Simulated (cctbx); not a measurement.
## Si2SnPb3O9 across an absorption edge

Space group P2_1/c (no. 14), a = 7.6040 Å, b = 10.5720 Å, c = 11.1790 Å, α = 90.00°, β = 90.29°, γ = 90.00°.

| atom | mult. | x | y | z | Ueq (Å²) |
| --- | --- | --- | --- | --- | --- |
| Pb1 | 4 | 0.6257 | 0.1980 | 0.5952 | 0.0077 |
| Pb2 | 4 | 0.1245 | 0.1661 | 0.5816 | 0.0073 |
| Pb3 | 4 | 0.6363 | 0.5812 | 0.6166 | 0.0062 |
| Sn1 | 4 | 0.1201 | 0.9414 | 0.1174 | 0.0080 |
| Si1 | 4 | 0.8314 | 0.3773 | 0.8159 | 0.0094 |
| Si2 | 4 | 0.3935 | 0.3579 | 0.8003 | 0.0153 |
| O1 | 4 | 0.3106 | 0.5021 | 0.7612 | 0.0132 |
| O2 | 4 | 0.8562 | 0.3976 | 0.9581 | 0.0169 |
| O3 | 4 | 0.0830 | 0.4973 | 0.2526 | 0.0123 |
| O4 | 4 | 0.6133 | 0.1077 | 0.2714 | 0.0112 |
| O5 | 4 | 0.0987 | 0.7323 | 0.7373 | 0.0081 |
| O6 | 4 | 0.3554 | 0.2727 | 0.2182 | 0.0100 |
| O7 | 4 | 0.3855 | 0.3351 | 0.9532 | 0.0123 |
| O8 | 4 | 0.0899 | 0.3852 | 0.5131 | 0.0098 |
| O9 | 4 | 0.6598 | 0.1048 | 0.9866 | 0.0145 |

The model was made for the exercise: a known structure type with other elements put in, its volume estimated, not relaxed; displacement parameters are assumed.

Calculated with cctbx: free-atom f′ and f″ from the Sasaki tables, no fine structure; amplitudes in electrons.

```
E (eV)  F 0 2 0  F 1 0 2  F 0 1 1  F 2 0 0
 12435     69.1    106.5     94.5     42.4
 12785     64.1    100.9     94.8     41.5
 12915     59.9     96.2     95.1     40.7
 12975     55.9     91.8     95.3     39.9
 13005     51.9     87.4     95.6     39.2
 13020     48.0     83.0     95.9     38.4
 13027     44.6     79.2     96.1     37.8
 13031     41.1     75.3     96.4     37.1
 13039     44.5     76.8     96.5     36.9
 13043     49.0     82.2     96.2     37.8
 13050     52.7     86.6     95.9     38.6
 13065     56.6     91.2     95.5     39.4
 13095     60.5     95.8     95.2     40.2
 13185     65.7    101.7     94.8     41.3
 13435     71.0    107.8     94.3     42.3
```

**Question.** Which edge is crossed, and why do the reflections move as they do?

The L3 edge of Pb. The edge is at 13035 eV. f′ of Pb falls from -12.2 e at 12915 eV to -18.4 e at 4 eV below it, and f″ steps from 3.94 to 10.12 e across it. Over that approach |F| changes by -31 % (0 2 0), -22 % (1 0 2), +1 % (0 1 1) and -9 % (2 0 0): a reflection falls where Pb scatters in phase with the total and rises where it scatters against it; it hardly moves where the Pb term is small or cancels by symmetry. Above the edge the larger f″ enters the imaginary part, where it can add to or cancel the other atoms' f″. The structure is centrosymmetric, so Friedel mates stay equal.

[Logs are printed without paths, hosts, clocks, repeated set-up lines and the standing remarks that a program may print on its own settings, such as how far it seeks lower states.]
